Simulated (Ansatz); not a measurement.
**Stretching the linear Rh chain**

Aim: how do moment and conductance of the linear Rh chain follow its length?

Calculated with Ansatz 0.2.0; DFT PBE, plane waves, PAW; relaxation of a chain's period, in the first sound run; inputs show where later runs differ.

Report form: the programs' logs are mostly left out.

**1. Starting point**

The cell holds 1 atom: 1 Rh. Its edges and angles: a = 7.500 Å, b = 7.500 Å, c = 2.641 Å, α = 90.0°, β = 90.0°, γ = 90.0°. Vacuum lies along a and b. The structure's axis is c.

**2. The relaxed wire**

Band widths follow the bond lengths, so the chain is relaxed first. The atoms and the third cell vector are free; the box across stays fixed as vacuum. Moments are seeded so that a magnetic state can form if it lies lower. A Fermi-Dirac smearing is set since the result may be a metal. The pressure printed is a third of the stress's trace over the whole box, vacuum included; only the stress along the axis is relaxed.

The input, input.yaml:

```yaml
crystal:
  lattice:
    - [7.5, 0.0, 0.0]
    - [0.0, 7.5, 0.0]
    - [0.0, 0.0, 2.6412]
  atoms:
    - { symbol: Rh, position: [0.5, 0.5, 0.0], spin: 1.0 }
magnetization:
  spin_polarized: true
kpoints:
  mp_grid: { grid: [1, 1, 31] }
scf:
  occupations: { method: fermi_dirac, width: 0.05 }
hamiltonian:
  xc: pbe
relax:
  cell: { fix: [a, b, alpha, beta, gamma] }
  max_steps: 60
```

Launch:

```
$ ansatz run input.yaml --threads 4 --pin off --max-ram 8192MiB --backend cpu --events-out ev --progress --plain --runs-dir out
```

Elapsed: 12 s, on 4 threads of Arm Neoverse V1, shared host; peak memory 0.41 GiB.

The steps of the relaxation:

| step | energy less that of the first step (eV) | largest force component (eV/Å) | pressure (GPa) | volume (Å³) |
| --- | --- | --- | --- | --- |
| 1 | 0.0000 | 0.0000 | -1.44 | 148.57 |
| 2 | -0.2038 | 0.0000 | -2.04 | 141.32 |
| 3 | -0.4462 | 0.0000 | -1.57 | 134.08 |
| 4 | -0.5673 | 0.0000 | -0.26 | 126.84 |
| 5 | -0.5681 | 0.0000 | -0.04 | 125.98 |
| 6 | -0.5683 | 0.0000 | -0.10 | 126.23 |
| 7* | -0.5652 | 0.0000 | -0.10 | 126.23 |

Relaxation steps marked * repeat the geometry before them on a plane-wave basis chosen anew for their cell, so energy and pressure can jump there.

| cell as run | before | after | change |
| --- | --- | --- | --- |
| c (Å) | 2.641 | 2.244 | -15.0 % |

The relaxed structure:

```
Rh
1.0
     7.50000    0.00000    0.00000
     0.00000    7.50000    0.00000
     0.00000    0.00000    2.24412
Rh
1
Direct
  0.50000 0.50000 0.00000
```

Numbers from this step:

| Property | Result |
| --- | --- |
| energy at zero smearing | -6399.6589 eV |
| total moment | 0.3615 μB |
| absolute moment | 0.3616 μB |
| cell length along the wire | 2.244 Å |

Site moment by atom:

| atom | site moment (μB) |
| --- | --- |
| Rh1 | 0.268 |

The cell's length comes to 2.244 Å with an absolute moment of 0.36 μB a cell. That is -15 % against the start, more than a small adjustment.

The cell shrank by 15.0 % in its periodic edges.

**3. At a set period, period over the relaxed period 0.88, k-mesh 1×1×41**

This step: DFT PBE, plane waves, PAW; channels and complex bands of a perfect chain (Ansatz 0.2.0).

The period is set to 0.88 times the relaxed one: shorter bonds widen the bands.

The cell differs from the one that the last finished run ended in (c 2.244 → 1.975 Å).

input.yaml, the sections that differ from step 2:

```yaml
crystal:
  lattice:
    - [7.5, 0.0, 0.0]
    - [0.0, 7.5, 0.0]
    - [0.0, 0.0, 1.9748294491]
  atoms:
    - { symbol: Rh, position: [0.5, 0.5, 0.0], spin: 0.27 }
kpoints:
  mp_grid: { grid: [1, 1, 41] }
output:
  transmission:
    e_range: [-2, 2]
    de: 0.035
    kmesh: [1, 1]
    reduced_basis: true
    leads: [[0, 0]]
  stress: true
# magnetization, scf, hamiltonian: as in step 2
# relax: removed
```

Wall time 24 s (4 threads); peak memory 0.45 GiB; 81 s of CPU time.

This step gave:

```yaml
energy_at_zero_smearing: -6398.7482 eV
channels_at_the_energy_nearest_the_fermi_level_spin_up: 4
channels_at_the_energy_nearest_the_fermi_level_spin_down: 4
conductance_of_the_lead_as_this_run_defines_it: 4.272 G₀
band_gap: 0 eV
```

Open channels of the lead against energy, zero at the Fermi level:

| energy (eV) | spin up | spin down |
| --- | --- | --- |
| -2.000 | 5 | 5 |
| -1.790 | 5 | 5 |
| -1.615 | 6 | 6 |
| -1.405 | 6 | 6 |
| -1.195 | 6 | 6 |
| -0.985 | 6 | 6 |
| -0.810 | 6 | 6 |
| -0.600 | 6 | 6 |
| -0.390 | 6 | 6 |
| -0.215 | 6 | 6 |
| -0.005 | 4 | 4 |
| 0.205 | 4 | 4 |
| 0.415 | 4 | 4 |
| 0.590 | 4 | 4 |
| 0.800 | 4 | 4 |
| 1.010 | 4 | 4 |
| 1.185 | 4 | 4 |
| 1.395 | 4 | 4 |
| 1.605 | 4 | 4 |
| 1.815 | 4 | 4 |

At the computed energy nearest the Fermi level there are 4 spin-up and 4 spin-down channels, and the thermal average gives 4.27 G₀.

**4. The chain at a fixed length, period over the relaxed period 0.92, k-mesh 1×1×39**

The period is set to 0.92 times the relaxed one: shorter bonds widen the bands.

The cell differs from the one that the last finished run ended in (c 1.975 → 2.065 Å).

input.yaml: that of step 3 with these lines changed.

```diff
@@ -4,3 +4,3 @@
     - [0.0, 7.5, 0.0]
-    - [0.0, 0.0, 1.9748294491]
+    - [0.0, 0.0, 2.0645944241]
   atoms:
@@ -10,3 +10,3 @@
 kpoints:
-  mp_grid: { grid: [1, 1, 41] }
+  mp_grid: { grid: [1, 1, 39] }
 scf:
```

Elapsed: 21 s, on 4 threads; peak memory 0.45 GiB; 72 s of CPU time.

At the computed energy nearest the Fermi level there are 4 spin-up and 6 spin-down channels, and the thermal average gives 4.78 G₀.

For the conductance of the lead as this run defines it, step 3 gave 4.27 G₀; this run, with period over the relaxed period 0.92 and k-mesh 1×1×39, gives 4.78 G₀ (+12 %).

**5. At a set period, period over the relaxed period 0.96, k-mesh 1×1×38**

The period is set to 0.96 times the relaxed one: shorter bonds widen the bands.

The cell differs from the one that the last finished run ended in (c 2.065 → 2.154 Å).

input.yaml: that of step 4 with these lines changed.

```diff
@@ -4,3 +4,3 @@
     - [0.0, 7.5, 0.0]
-    - [0.0, 0.0, 2.0645944241]
+    - [0.0, 0.0, 2.154359399]
   atoms:
@@ -10,3 +10,3 @@
 kpoints:
-  mp_grid: { grid: [1, 1, 39] }
+  mp_grid: { grid: [1, 1, 38] }
 scf:
```

It took 19 s on 4 threads; peak memory 0.44 GiB; 63 s of CPU time.

At the computed energy nearest the Fermi level there are 4 spin-up and 6 spin-down channels, and the thermal average gives 4.85 G₀.

Between step 3 and this run (period over the relaxed period 0.96 and k-mesh 1×1×38) the value for the conductance of the lead as this run defines it moves from 4.27 G₀ to 4.85 G₀ (+13 %).

**6. At a set period, period over the relaxed period 1, k-mesh 1×1×36**

The period is set to 1.0 times the relaxed one, as the point of reference.

input.yaml: that of step 5 with these lines changed.

```diff
@@ -4,3 +4,3 @@
     - [0.0, 7.5, 0.0]
-    - [0.0, 0.0, 2.154359399]
+    - [0.0, 0.0, 2.244124374]
   atoms:
@@ -10,3 +10,3 @@
 kpoints:
-  mp_grid: { grid: [1, 1, 38] }
+  mp_grid: { grid: [1, 1, 36] }
 scf:
```

Wall time 18 s (4 threads); peak memory 0.43 GiB; 59 s of CPU time.

Table of open channels of the lead by energy, zero at the Fermi level:

| energy (eV) | spin up | spin down |
| --- | --- | --- |
| -2.000 | 3 | 3 |
| -1.790 | 3 | 3 |
| -1.615 | 3 | 3 |
| -1.405 | 5 | 3 |
| -1.195 | 5 | 5 |
| -0.985 | 6 | 5 |
| -0.810 | 6 | 6 |
| -0.600 | 6 | 6 |
| -0.390 | 6 | 6 |
| -0.215 | 6 | 6 |
| -0.005 | 4 | 6 |
| 0.205 | 4 | 4 |
| 0.415 | 4 | 4 |
| 0.590 | 4 | 4 |
| 0.800 | 4 | 4 |
| 1.010 | 4 | 4 |
| 1.185 | 3 | 4 |
| 1.395 | 1 | 3 |
| 1.605 | 1 | 1 |
| 1.815 | 1 | 1 |

At the computed energy nearest the Fermi level there are 4 spin-up and 6 spin-down channels, and the thermal average gives 4.74 G₀.

Between step 3 and this run (period over the relaxed period 1 and k-mesh 1×1×36) the value for the conductance of the lead as this run defines it moves from 4.27 G₀ to 4.74 G₀ (+11 %).

**7. At a set period, period over the relaxed period 1.04, k-mesh 1×1×35**

The period is set to 1.04 times the relaxed one: longer bonds narrow the bands.

The cell differs from the one that the last finished run ended in (c 2.244 → 2.334 Å).

input.yaml: that of step 6 with these lines changed.

```diff
@@ -4,3 +4,3 @@
     - [0.0, 7.5, 0.0]
-    - [0.0, 0.0, 2.244124374]
+    - [0.0, 0.0, 2.3338893489]
   atoms:
@@ -10,3 +10,3 @@
 kpoints:
-  mp_grid: { grid: [1, 1, 36] }
+  mp_grid: { grid: [1, 1, 35] }
 scf:
```

The job ended after 17 s (4 threads; peak memory 0.43 GiB).

At the computed energy nearest the Fermi level there are 4 spin-up and 6 spin-down channels, and the thermal average gives 4.74 G₀. The change of length costs 0.060 eV a cell and leaves an absolute moment of 0.25 μB a cell.

Between step 3 and this run (period over the relaxed period 1.04 and k-mesh 1×1×35) the value for the conductance of the lead as this run defines it moves from 4.27 G₀ to 4.74 G₀ (+11 %).

**8. The chain at a fixed length, period over the relaxed period 1.08, k-mesh 1×1×34**

The period is set to 1.08 times the relaxed one: longer bonds narrow the bands.

The cell differs from the one that the last finished run ended in (c 2.334 → 2.424 Å).

input.yaml: that of step 7 with these lines changed.

```diff
@@ -4,3 +4,3 @@
     - [0.0, 7.5, 0.0]
-    - [0.0, 0.0, 2.3338893489]
+    - [0.0, 0.0, 2.4236543239]
   atoms:
@@ -10,3 +10,3 @@
 kpoints:
-  mp_grid: { grid: [1, 1, 35] }
+  mp_grid: { grid: [1, 1, 34] }
 scf:
```

It took 17 s on 4 threads; peak memory 0.43 GiB.

At the computed energy nearest the Fermi level there are 4 spin-up and 6 spin-down channels, and the thermal average gives 4.84 G₀. The change of length costs 0.196 eV a cell and leaves an absolute moment of 0.43 μB a cell.

For the conductance of the lead as this run defines it, step 3 gave 4.27 G₀; this run, with period over the relaxed period 1.08 and k-mesh 1×1×34, gives 4.84 G₀ (+13 %).

**9. The chain at a fixed length, period over the relaxed period 1.13, k-mesh 1×1×32**

The period is set to 1.13 times the relaxed one: longer bonds narrow the bands.

The cell differs from the one that the last finished run ended in (c 2.424 → 2.536 Å).

input.yaml: that of step 8 with these lines changed.

```diff
@@ -4,3 +4,3 @@
     - [0.0, 7.5, 0.0]
-    - [0.0, 0.0, 2.4236543239]
+    - [0.0, 0.0, 2.5358605426]
   atoms:
@@ -10,3 +10,3 @@
 kpoints:
-  mp_grid: { grid: [1, 1, 34] }
+  mp_grid: { grid: [1, 1, 32] }
 scf:
```

Run time: 26 s. Hardware: 4 threads; peak memory 0.5 GiB; 92 s of CPU time.

The open channels of the lead by energy, zero at the Fermi level:

| energy (eV) | spin up | spin down |
| --- | --- | --- |
| -2.000 | 3 | 3 |
| -1.790 | 3 | 3 |
| -1.615 | 3 | 3 |
| -1.405 | 3 | 3 |
| -1.195 | 3 | 3 |
| -0.985 | 5 | 3 |
| -0.810 | 5 | 3 |
| -0.600 | 6 | 5 |
| -0.390 | 4 | 6 |
| -0.215 | 4 | 6 |
| -0.005 | 4 | 6 |
| 0.205 | 4 | 4 |
| 0.415 | 1 | 4 |
| 0.590 | 1 | 4 |
| 0.800 | 1 | 3 |
| 1.010 | 1 | 1 |
| 1.185 | 1 | 1 |
| 1.395 | 1 | 1 |
| 1.605 | 1 | 1 |
| 1.815 | 1 | 1 |

At the computed energy nearest the Fermi level there are 4 spin-up and 6 spin-down channels, and the thermal average gives 4.93 G₀. The change of length costs 0.423 eV a cell and leaves an absolute moment of 0.79 μB a cell.

Between step 3 and this run (period over the relaxed period 1.13 and k-mesh 1×1×32) the value for the conductance of the lead as this run defines it moves from 4.27 G₀ to 4.93 G₀ (+15 %).

**10. The chain at a fixed length, period over the relaxed period 1.2, k-mesh 1×1×30**

The period is set to 1.2 times the relaxed one: longer bonds narrow the bands.

The cell differs from the one that the last finished run ended in (c 2.536 → 2.693 Å).

input.yaml: that of step 9 with these lines changed.

```diff
@@ -4,3 +4,3 @@
     - [0.0, 7.5, 0.0]
-    - [0.0, 0.0, 2.5358605426]
+    - [0.0, 0.0, 2.6929492488]
   atoms:
@@ -10,3 +10,3 @@
 kpoints:
-  mp_grid: { grid: [1, 1, 32] }
+  mp_grid: { grid: [1, 1, 30] }
 scf:
```

Elapsed: 26 s, on 4 threads; peak memory 0.49 GiB; 94 s of CPU time.

At the computed energy nearest the Fermi level there are 1 spin-up and 5 spin-down channels, and the thermal average gives 3.01 G₀. The change of length costs 0.646 eV a cell and leaves an absolute moment of 2.00 μB a cell.

Between step 3 and this run (period over the relaxed period 1.2 and k-mesh 1×1×30) the value for the conductance of the lead as this run defines it moves from 4.27 G₀ to 3.01 G₀ (-30 %).

**11. The chain at a fixed length, period over the relaxed period 1.3, k-mesh 1×1×28**

The period is set to 1.3 times the relaxed one: longer bonds narrow the bands.

The cell differs from the one that the last finished run ended in (c 2.693 → 2.917 Å).

input.yaml: that of step 10 with these lines changed.

```diff
@@ -4,3 +4,3 @@
     - [0.0, 7.5, 0.0]
-    - [0.0, 0.0, 2.6929492488]
+    - [0.0, 0.0, 2.9173616862]
   atoms:
@@ -10,3 +10,3 @@
 kpoints:
-  mp_grid: { grid: [1, 1, 30] }
+  mp_grid: { grid: [1, 1, 28] }
 scf:
```

Run time: 18 s. Hardware: 4 threads; peak memory 0.45 GiB; 64 s of CPU time.

Open channels of the lead against energy, zero at the Fermi level:

| energy (eV) | spin up | spin down |
| --- | --- | --- |
| -2.00 | 3 | 1 |
| -1.90 | 4 | 1 |
| -1.79 | 4 | 1 |
| -1.69 | 4 | 1 |
| -1.58 | 3 | 1 |
| -1.48 | 3 | 1 |
| -1.37 | 4 | 1 |
| -1.23 | 4 | 1 |
| -1.12 | 4 | 3 |
| -1.02 | 3 | 3 |
| -0.92 | 4 | 3 |
| -0.81 | 3 | 3 |
| -0.70 | 1 | 3 |
| -0.60 | 1 | 4 |
| -0.49 | 1 | 4 |
| -0.39 | 1 | 4 |
| -0.28 | 1 | 3 |
| -0.18 | 1 | 3 |
| -0.07 | 1 | 3 |
| -0.01 | 1 | 5 |
| 0.07 | 1 | 5 |
| 0.17 | 1 | 5 |
| 0.28 | 1 | 4 |
| 0.38 | 1 | 4 |
| 0.48 | 1 | 2 |
| 0.59 | 1 | 1 |
| 0.69 | 1 | 1 |
| 0.80 | 1 | 1 |
| 0.91 | 1 | 1 |
| 1.01 | 1 | 1 |
| 1.11 | 1 | 1 |
| 1.22 | 1 | 1 |
| 1.36 | 1 | 1 |
| 1.47 | 1 | 1 |
| 1.57 | 1 | 1 |
| 1.68 | 1 | 1 |
| 1.78 | 1 | 1 |
| 1.89 | 1 | 1 |
| 1.99 | 1 | 1 |

At the computed energy nearest the Fermi level there are 1 spin-up and 5 spin-down channels, and the thermal average gives 2.92 G₀. The change of length costs 1.001 eV a cell and leaves an absolute moment of 2.07 μB a cell.

**12. Comparing the runs**

Times are for 4 threads of Arm Neoverse V1, shared host. Results by setting:

| no. | period over the relaxed period | conductance of the lead as this run defines it (G₀) | absolute moment (μB) | energy at zero smearing less the lowest (eV) | time | memory (GiB) |
| --- | --- | --- | --- | --- | --- | --- |
| 1 | 0.88 | 4.272 | 0 | 0.9169 | 24 s | 0.45 |
| 2 | 0.92 | 4.781 | 0.1990 | 0.3471 | 21 s | 0.45 |
| 3 | 0.96 | 4.847 | 0.2410 | 0.07403 | 19 s | 0.44 |
| 4 | 1 | 4.736 | 0.1971 | 0 | 18 s | 0.43 |
| 5 | 1.04 | 4.743 | 0.2465 | 0.05980 | 17 s | 0.43 |
| 6 | 1.08 | 4.843 | 0.4342 | 0.1959 | 17 s | 0.43 |
| 7 | 1.13 | 4.926 | 0.7858 | 0.4229 | 26 s | 0.5 |
| 8 | 1.2 | 3.006 | 2.000 | 0.6465 | 26 s | 0.49 |
| 9 | 1.3 | 2.920 | 2.071 | 1.001 | 18 s | 0.45 |

**13. The same system on other settings: scf.initial_density.chi_scale = 0.3**

This step: DFT PBE, plane waves, PAW; channels and complex bands of a perfect chain; changed: scf.initial_density.chi_scale = 0.3 (Ansatz 0.2.0).

The atoms of the run at the relaxed period are kept and the input is varied, to see whether the result depends on it.

input.yaml, the sections that differ from step 11:

```yaml
crystal:
  lattice:
    - [7.5, 0.0, 0.0]
    - [0.0, 7.5, 0.0]
    - [0.0, 0.0, 2.244124374]
  atoms:
    - { symbol: Rh, position: [0.5, 0.5, 0.0], spin: 0.27 }
kpoints:
  mp_grid: { grid: [1, 1, 36] }
scf:
  occupations: { method: fermi_dirac, width: 0.05 }
  initial_density: { chi_scale: 0.3 }
# magnetization, hamiltonian, output: as in step 11
```

Wall time 17 s (4 threads); peak memory 0.43 GiB; 59 s of CPU time.

Numbers from this step:

```
energy at zero smearing                                   : -6399.6651 eV
total moment                                              : 0.1961 μB
absolute moment                                           : 0.1971 μB
channels at the energy nearest the Fermi level, spin up   : 4
channels at the energy nearest the Fermi level, spin down : 6
conductance of the lead as this run defines it            : 4.736 G₀
```

Open channels of the lead against energy, zero at the Fermi level:

(Unchanged from step 6.)

Site moment by atom:

| atom | site moment (μB) |
| --- | --- |
| Rh1 | 0.149 |

It took 17 s against 18 s for the run it varies, and the conductance is 4.74 G₀ against 4.74 G₀.

The total moment, absolute moment, channels at the energy nearest the Fermi level, spin up and channels at the energy nearest the Fermi level, spin down stay within 0.2 % plus 0.001 of the run it varies.

**14. Results**

```
relaxed cell length              : 2.244 Å
conductance at period × 0.88     : 4.27 G₀
conductance at period × 1.0      : 4.74 G₀
conductance at period × 1.13     : 4.93 G₀
conductance at period × 1.3      : 2.92 G₀
absolute moment at period × 0.88 : 0 μB
absolute moment at period × 1.0  : 0.197 μB
absolute moment at period × 1.3  : 2.07 μB
```

In words: In these runs no moment survives at the shortest period, and one is present from a factor of 0.92 on: longer bonds narrow the bands, which favours exchange splitting. The conductance goes from 4.27 G₀ at the shortest period to 2.92 G₀ at the longest, while the magnetic state changes too. The relaxation ended on 0.36 μB and the later run at its final period on 0.20 μB; the two differ in mesh and start, so the moment is sensitive to these here. Transport is coherent and elastic here: the atoms are frozen, so scattering by vibrations plays no part. No search over magnetic orders was made; another may lie lower. One term of the program's error estimate for a conductance, of a junction or of the perfect wire, reaches 14 % in this session. For the perfect chain only parallel moments were started; its antiparallel and spiral orders were not tested. Conductances of a perfect chain off the multiples of half a G0 come from band edges within the thermal window; the square box also splits pairs of bands that an isolated chain keeps degenerate, which moves such edges. The lead's cell of one atom keeps the chain straight and evenly spaced; a zigzag or dimerised form may lie lower.

[Logs are printed without paths, hosts, clocks, repeated set-up lines and the standing remarks that a program may print on its own settings, such as how far it seeks lower states.]

[Hosts, paths, dates, database ids (printed as entryN), source tags and the programs' standing remarks are cut or masked in the printed files.]
